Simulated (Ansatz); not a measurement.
## BiSb (model cell, started as NiAs type): the cell at rest: relaxation

Ansatz 0.2.0; DFT PBEsol, scalar-relativistic, plane waves, PAW.

The structure was built from a prototype and need not be the compound's stable phase.

Symmetry: P6_3/mmc, No. 194, hexagonal system. The conventional cell has a = 4.499 Å, b = 4.499 Å, c = 7.199 Å, α = 90.00°, β = 90.00°, γ = 120.00°. Nearest to Bi lie 6 Sb at 3.16 Å. Sb has 6 Bi at 3.16 Å nearest. Farther neighbours are not listed.

The steps of the relaxation:

```csv
step,energy less that of the first step (eV),largest force component (eV/Å),pressure (GPa),volume (Å³)
1,0.0000,0.0000,1.09,126.22
2,-0.0741,0.0000,-0.72,129.27
3,-0.0903,0.0000,-0.08,127.12
4,-0.0918,0.0000,0.02,126.60
5,-0.0918,0.0000,0.00,126.57
6*,-0.0919,0.0000,0.01,126.57
```

Relaxation steps marked * repeat the geometry before them on a plane-wave basis chosen anew for their cell, so energy and pressure can jump there.

The run keeps the 24 symmetry operations that it works with, so distortions that break them were not tested.

| conventional cell, symmetrised | before | after | change |
| --- | --- | --- | --- |
| a (Å) | 4.499 | 4.348 | -3.4 % |
| b (Å) | 4.499 | 4.348 | -3.4 % |
| c (Å) | 7.199 | 7.729 | +7.4 % |
| volume (Å³/atom) | 31.56 | 31.64 | +0.3 % |

Final coordinates:

```xyz
4
Lattice="4.3484 0.0000 0.0000 -2.1742 3.7658 0.0000 0.0000 0.0000 7.7292" Properties=species:S:1:pos:R:3 pbc="T T T"
Bi    0.0000    0.0000    0.0000
Bi    0.0000    0.0000    3.8646
Sb    0.0000    2.5106    1.9323
Sb    2.1742    1.2553    5.7969
```

This step gave:

```yaml
pressure: 0.005103 GPa
volume_per_atom: 31.64 Å³
```

Valence density in the ac plane at fractional y = 0.000, with atoms of Bi within 0.2 Å of it. It is the smooth field of the valence electrons, not physical close to the nuclei.

Values in e/Å³, 24 rows by 14 columns, each cell a mean:
```
6.7 5.2 2.4 0.7 0.2 0.1 0.1 0.1 0.1 0.1 0.3 1.0 3.5 5.9
3.9 2.9 1.2 0.4 0.2 0.1 0.1 0.1 0.1 0.1 0.3 0.6 1.8 3.3
1.1 0.8 0.5 0.3 0.2 0.1 0.1 0.1 0.1 0.1 0.2 0.3 0.6 1.0
0.3 0.3 0.2 0.2 0.1 0.1 0.2 0.2 0.2 0.1 0.1 0.2 0.2 0.3
0.1 0.1 0.1 0.1 0.1 0.2 0.2 0.2 0.2 0.2 0.1 0.1 0.1 0.1
0.1 0.1 0.1 0.1 0.1 0.2 0.2 0.2 0.2 0.2 0.1 0.1 0.1 0.1
0.1 0.1 0.1 0.1 0.1 0.2 0.2 0.2 0.2 0.2 0.1 0.1 0.1 0.1
0.2 0.2 0.2 0.1 0.1 0.2 0.2 0.2 0.2 0.1 0.1 0.1 0.2 0.2
0.7 0.5 0.3 0.2 0.2 0.1 0.1 0.1 0.1 0.1 0.2 0.2 0.4 0.6
2.6 1.9 0.8 0.4 0.2 0.1 0.1 0.1 0.1 0.1 0.2 0.5 1.2 2.2
5.8 4.4 1.9 0.6 0.2 0.1 0.1 0.1 0.1 0.1 0.3 0.9 2.9 5.0
7.7 6.0 2.8 0.8 0.3 0.1 0.1 0.1 0.1 0.1 0.4 1.2 4.1 6.7
6.8 5.3 2.4 0.7 0.2 0.1 0.1 0.1 0.1 0.1 0.3 1.1 3.6 6.0
3.8 2.8 1.2 0.4 0.2 0.1 0.1 0.1 0.1 0.1 0.3 0.6 1.8 3.3
1.1 0.9 0.5 0.3 0.2 0.1 0.1 0.1 0.1 0.1 0.2 0.3 0.6 1.0
0.3 0.3 0.2 0.2 0.1 0.1 0.2 0.2 0.1 0.1 0.1 0.2 0.2 0.3
0.1 0.1 0.1 0.1 0.1 0.2 0.2 0.2 0.2 0.2 0.1 0.1 0.1 0.1
0.1 0.1 0.1 0.1 0.1 0.2 0.2 0.2 0.2 0.2 0.1 0.1 0.1 0.1
0.1 0.1 0.1 0.1 0.1 0.2 0.2 0.2 0.2 0.2 0.1 0.1 0.1 0.1
0.2 0.2 0.2 0.1 0.1 0.2 0.2 0.2 0.2 0.1 0.1 0.1 0.2 0.2
0.6 0.5 0.3 0.2 0.2 0.1 0.1 0.1 0.1 0.1 0.2 0.2 0.4 0.6
2.7 1.9 0.8 0.4 0.2 0.1 0.1 0.1 0.1 0.1 0.2 0.5 1.2 2.2
5.8 4.5 2.0 0.6 0.2 0.1 0.1 0.1 0.1 0.1 0.3 0.9 2.9 5.1
7.7 6.0 2.8 0.8 0.3 0.1 0.1 0.1 0.1 0.1 0.4 1.2 4.1 6.7
```
Columns run along a (4.3 Å), rows up along c (7.7 Å). Atoms in or near the plane, at fractional coordinates: Bi at (0.00, 0.00), Bi at (0.00, 0.50).

ELF in the ac plane at fractional y = 0.000, with atoms of Bi within 0.2 Å of it. It is the smooth field of the valence electrons, not physical close to the nuclei.

Ten even steps from '_' (0.11) to '@' (0.51), each cell a mean:
```
__..**##**--..__..==##%%==__
==**%%##**--::::--==**####++
%%####**++++****++++++**####
++++++++**%%@@@@%%##++++++++
::::::==##@@@@@@@@%%**--::::
____..==%%@@@@@@@@@@**--..__
....::==##@@@@@@@@@@**--....
========**%%@@@@@@%%++======
####****++**######**++****##
**####**++==----====**######
__::####**--....::==**%%++..
--__**%%**--____..++##%%--__
__..**##**--..__..==##%%==__
==**%%##**--::::--==**####++
######**++++****++++++**####
**++++++**##@@@@%%##++++++++
::::::==##@@@@@@@@@@**--::::
____..==##@@@@@@@@@@**--..__
....::==##@@@@@@@@@@**--....
========**%%@@@@@@%%++======
####**++++**######**++****##
**####**++==------==**##%%##
__::####**--....::==**%%++..
==__**%%**--____..++##%%--__
```
Columns run along a (4.3 Å), rows up along c (7.7 Å). Atoms in or near the plane, at fractional coordinates: Bi at (0.00, 0.00), Bi at (0.00, 0.50).

Electrostatic potential energy in the ac plane at fractional y = 0.000, with atoms of Bi within 0.2 Å of it. With pseudopotentials it is smooth inside the atoms' cores, unlike the true potential.

Ten even steps from '_' (-85 eV) to '@' (13 eV), each cell a mean:
```
____==%%@@@@@@@@@@@@@@##--__
::==**%%@@@@@@@@@@@@@@%%++--
####%%@@@@@@@@@@@@@@@@@@%%##
@@@@@@@@@@@@@@@@@@@@@@@@@@@@
@@@@@@@@@@@@@@@@@@@@@@@@@@@@
@@@@@@@@@@@@@@@@@@@@@@@@@@@@
@@@@@@@@@@@@@@@@@@@@@@@@@@@@
@@@@@@@@@@@@@@@@@@@@@@@@@@@@
%%%%@@@@@@@@@@@@@@@@@@@@%%%%
==++##@@@@@@@@@@@@@@@@%%**++
__..++%%@@@@@@@@@@@@@@##--..
____==##@@@@@@@@@@@@%%**::__
____==%%@@@@@@@@@@@@@@##::__
::==##%%@@@@@@@@@@@@@@%%++--
####%%@@@@@@@@@@@@@@@@@@%%##
@@@@@@@@@@@@@@@@@@@@@@@@@@@@
@@@@@@@@@@@@@@@@@@@@@@@@@@@@
@@@@@@@@@@@@@@@@@@@@@@@@@@@@
@@@@@@@@@@@@@@@@@@@@@@@@@@@@
@@@@@@@@@@@@@@@@@@@@@@@@@@@@
%%%%@@@@@@@@@@@@@@@@@@@@%%%%
==++##@@@@@@@@@@@@@@@@%%**++
__..++%%@@@@@@@@@@@@@@##--..
____==##@@@@@@@@@@@@%%**::__
```
Columns run along a (4.3 Å; values clipped at the 3rd and 97th percentile), rows up along c (7.7 Å). Atoms in or near the plane, at fractional coordinates: Bi at (0.00, 0.00), Bi at (0.00, 0.50).

**Question.** Which input gives these results?

The system, level and task follow from the heading and the kind of results. Meshes, cutoffs and thresholds can't be read from the results; these are the ones that the run used.

The input, input.yaml:

```yaml
crystal:
  lattice:
    - [4.49946, 0.0, 0.0]
    - [-2.24973, 3.89665, 0.0]
    - [0.0, 0.0, 7.19914]
  atoms:
    - { symbol: Bi, position: [0.0, 0.0, 0.0] }
    - { symbol: Bi, position: [0.0, 0.0, 0.5] }
    - { symbol: Sb, position: [0.333333, 0.666667, 0.25] }
    - { symbol: Sb, position: [0.666667, 0.333333, 0.75] }
kpoints:
  mp_grid: { grid: [9, 9, 6] }
hamiltonian:
  xc: pbesol
scf:
  occupations: { method: gaussian, width: 0.1 }
output:
  forces: true
  stress: true
  eigenvalues: true
  write_density: true
  write_potential: true
  elf: true
  volumetric_format: npy
relax:
  adjacent_minimum: "off"
  f_tol: 0.005
  max_steps: 80
  cell: { stress_tol: 0.05 }
```

Launch:

```console
> ansatz run input.yaml --threads 4 --pin off --max-ram 7168MiB --backend cpu --events-out ev --progress --plain --runs-dir out
```

[Logs are printed without paths, hosts, clocks, repeated set-up lines and the standing remarks that a program may print on its own settings, such as how far it seeks lower states.]

[Hosts, paths, dates, database ids (printed as entryN), source tags and the programs' standing remarks are cut or masked in the printed files.]
